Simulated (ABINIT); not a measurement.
# CdS (Hawleyite): G0W0 in ABINIT against the screening cutoff in the self-energy

How does the gap of CdS (Hawleyite) converge in the screening cutoff in the self-energy?

Main program and level: ABINIT 10.8.3; PBE and many-body steps on it, plane waves.

Report form: the programs' logs are mostly left out.

### 1. The starting structure

The structure is cubic, space group F-43m (No. 216). Conventional cell: a = 5.833 Å, b = 5.833 Å, c = 5.833 Å, α = 90.00°, β = 90.00°, γ = 90.00°. Cd has 4 S at 2.53 Å nearest. Nearest to S lie 4 Cd at 2.53 Å. Farther neighbours and most contacts between anions are not listed.

The cell and positions come from the Crystallography Open Database and are kept as given unless a step says otherwise.

### 2. Screening, 4×4×4 mesh, 331 bands, screening to 272.1 eV

This step: ABINIT 10.8.3; RPA screening on PBE, plane waves, norm-conserving pseudopotentials.

The RPA dielectric matrix is built and inverted for each q.

Contents of run.abi:

```
acell 3*1.0 Angstrom
rprim 
  -0.000000000000 2.916500000000 2.916500000000
  2.916500000000 -0.000000000000 2.916500000000
  2.916500000000 2.916500000000 -0.000000000000
ntypat 2
znucl 48 16
natom 2
typat 1 2
xred 
  0.000000000000 0.000000000000 0.000000000000
  0.250000000000 0.250000000000 0.250000000000
pp_dirpath "pseudos"
pseudos "Cd.upf, S.upf"
ecut 47
ngkpt 4 4 4
nshiftk 1
shiftk 0 0 0
kptopt 1
chksymbreak 0
istwfk *1
occopt 1
irdwfk 1
optdriver 3
nband 331
ecuteps 10
inclvkb 2
awtr 1
symchi 1
indata_prefix "in"
outdata_prefix "out"
tmpdata_prefix "tmp"
```

The run is started by

```console
$ OMP_NUM_THREADS=1 mpirun -n 8 abinit run.abi > log
```

The job ended after 2.3 min (8 MPI ranks of AMD EPYC 7R43, shared host; peak memory 3.7 GiB).

This step gave:

```
ε∞ with local fields, on this mesh, along the program's q direction : 11.06
the same without local fields                                       : 11.78
plasma frequency                                                    : 26.88 eV
plane waves in the screening matrix                                 : 531
```

Local fields lower ε∞ by 6 %. On a Γ-centred mesh this coarse the value itself is usually too large, while a short band sum pulls it down.

### 3. 1 Ha

This step: G0W0 on PBE, plane waves, norm-conserving pseudopotentials.

run.abi: that of step 2 with these lines changed.

```diff
@@ -23,8 +23,15 @@
 irdwfk 1
-optdriver 3
+optdriver 4
 nband 331
-ecuteps 10
-inclvkb 2
-awtr 1
-symchi 1
+gwcalctyp 0
+ecutsigx 47
+symsigma 1
+nkptgw 1
+kptgw 
+  0.0000000000 0.0000000000 0.0000000000
+bdgw 
+  11 17
+ecuteps 1
+irdscr 1
+ppmodel 1
 indata_prefix "in"
```

It took 5.4 s on 8 MPI ranks; peak memory 0.59 GiB.

This step gave:

```
G0W0 gap on the points computed              : 1.944 eV
starting gap on the mesh                     : 1.145 eV
k of the valence top                         : 0, 0, 0
k of the conduction bottom                   : 0, 0, 0
Z at the valence top                         : 0.81
Z at the conduction bottom                   : 0.828
least direct G0W0 gap on the computed points : 1.944 eV
```

### 4. 2 Ha

run.abi: that of step 3 with these lines changed.

```diff
@@ -33,3 +33,3 @@
   11 17
-ecuteps 1
+ecuteps 2
 irdscr 1
```

Wall time 5.6 s (8 MPI ranks); peak memory 0.95 GiB; 42 s of CPU time.

This step gave:

| Property | Result |
| --- | --- |
| G0W0 gap on the points computed | 2.029 eV |
| starting gap on the mesh | 1.145 eV |
| k of the valence top | 0, 0, 0 |
| k of the conduction bottom | 0, 0, 0 |
| Z at the valence top | 0.789 |
| Z at the conduction bottom | 0.816 |
| least direct G0W0 gap on the computed points | 2.029 eV |

### 5. 3.5 Ha

The self-energy is evaluated for the states that the input lists, and the levels follow from it, in one-shot runs by the linearised quasiparticle equation.

run.abi: that of step 4 with these lines changed.

```diff
@@ -33,3 +33,3 @@
   11 17
-ecuteps 2
+ecuteps 3.5
 irdscr 1
```

Elapsed: 7.7 s, on 8 MPI ranks; peak memory 1.7 GiB; 59 s of CPU time.

Numbers from this step:

```
G0W0 gap on the points computed              : 2.094 eV
starting gap on the mesh                     : 1.145 eV
k of the valence top                         : 0, 0, 0
k of the conduction bottom                   : 0, 0, 0
least direct G0W0 gap on the computed points : 2.094 eV
```

The gap on the mesh goes from 1.14 eV to 2.09 eV, a correction of +0.95 eV.

### 6. 5 Ha

run.abi: that of step 5 with these lines changed.

```diff
@@ -33,3 +33,3 @@
   11 17
-ecuteps 3.5
+ecuteps 5
 irdscr 1
```

Run time: 8.7 s. Hardware: 8 MPI ranks; peak memory 1.8 GiB.

Numbers from this step:

```yaml
g0w0_gap_on_the_points_computed: 2.122 eV
starting_gap_on_the_mesh: 1.145 eV
k_of_the_valence_top: 0, 0, 0
k_of_the_conduction_bottom: 0, 0, 0
least_direct_g0w0_gap_on_the_computed_points: 2.122 eV
```

Against the run before, the gap moves by +0.028 eV.

### 7. 7.5 Ha

run.abi: that of step 6 with these lines changed.

```diff
@@ -33,3 +33,3 @@
   11 17
-ecuteps 5
+ecuteps 7.5
 irdscr 1
```

Wall time 19 s (8 MPI ranks); peak memory 3.3 GiB.

Numbers from this step:

```yaml
g0w0_gap_on_the_points_computed: 2.15 eV
starting_gap_on_the_mesh: 1.145 eV
k_of_the_valence_top: 0, 0, 0
k_of_the_conduction_bottom: 0, 0, 0
least_direct_g0w0_gap_on_the_computed_points: 2.15 eV
```

Against the run before, the gap moves by +0.028 eV.

### 8. 10 Ha

run.abi: that of step 7 with these lines changed.

```diff
@@ -33,3 +33,3 @@
   11 17
-ecuteps 7.5
+ecuteps 10
 irdscr 1
```

Run time: 37 s. Hardware: 8 MPI ranks; peak memory 4 GiB.

This step gave:

| Item | Value |
| --- | --- |
| G0W0 gap on the points computed | 2.165 eV |
| starting gap on the mesh | 1.145 eV |
| k of the valence top | 0, 0, 0 |
| k of the conduction bottom | 0, 0, 0 |
| least direct G0W0 gap on the computed points | 2.165 eV |

Against the run before, the gap moves by +0.015 eV.

### 9. Side by side

Times are wall times on 8 MPI ranks of AMD EPYC 7R43, shared host, good to a factor of about two. A run's time includes the screening step that it read.

| run | mesh | bands | screening cutoff (eV) | DFT gap (eV) | gap on the mesh (eV) | direct (eV) | ε∞ used | time |
| --- | --- | --- | --- | --- | --- | --- | --- | --- |
| 1 Ha | 4×4×4 | 331 | 27.2 | 1.145 | 1.944 | 1.944 | 11.06 | 2.4 min |
| 2 Ha | 4×4×4 | 331 | 54.4 | 1.145 | 2.029 | 2.029 | 11.06 | 2.4 min |
| 3.5 Ha | 4×4×4 | 331 | 95.2 | 1.145 | 2.094 | 2.094 | 11.06 | 2.4 min |
| 5 Ha | 4×4×4 | 331 | 136.1 | 1.145 | 2.122 | 2.122 | 11.06 | 2.4 min |
| 7.5 Ha | 4×4×4 | 331 | 204.1 | 1.145 | 2.150 | 2.150 | 11.06 | 2.6 min |
| 10 Ha | 4×4×4 | 331 | 272.1 | 1.145 | 2.165 | 2.165 | 11.06 | 2.9 min |

### 10. What came out

- 1 Ha: 1.944 eV
- 2 Ha: 2.029 eV
- 3.5 Ha: 2.094 eV
- 5 Ha: 2.122 eV
- 7.5 Ha: 2.150 eV
- 10 Ha: 2.165 eV
- known limits: not at the basis limit; no spin-orbit coupling; coarse k mesh

**Reading.** The setting moved: screening cutoff in the self-energy. From 1 Ha to 10 Ha the gap moves by +0.22 eV. The last step still moves it by +0.015 eV. Bands and screening cutoff are coupled, so a series along one setting does not show full convergence. Bands and cutoff are finite, so the gap is not at the basis limit. The miss can reach some tenths of an eV and take either sign; the mesh is an error of its own. In the G0W0 runs levels were corrected at 1 k point alone, so a gap called «on the mesh» is the least over those, and an edge elsewhere would be missed. The 4×4×4 mesh is coarse for this cell, which bears on the long-range parts of exchange and screening. The many-body steps are scalar-relativistic: spin-orbit coupling is not in them.

[Paths, hosts, dates, memory and timing lines, banners, echoed tables and standing remarks are left out of the program output.]

[Logs are printed without paths, hosts, clocks, repeated set-up lines and the standing remarks that a program may print on its own settings, such as how far it seeks lower states.]

[Runs of the session that timed out or met a known fault of the program may be left out.]

[Hosts, paths, dates, database ids (printed as entryN), source tags and the programs' standing remarks are cut or masked in the printed files.]

[G0W0 gaps are taken among the corrected bands and points alone; a level outside them can change the order at an edge.]

[Where Ansatz stands beside ABINIT at settings called matched, ABINIT's density can come from a denser mesh and the files from another edition; pairs whose starting gaps differed by over 0.03 eV were left out, so agreement reads better than it is.]
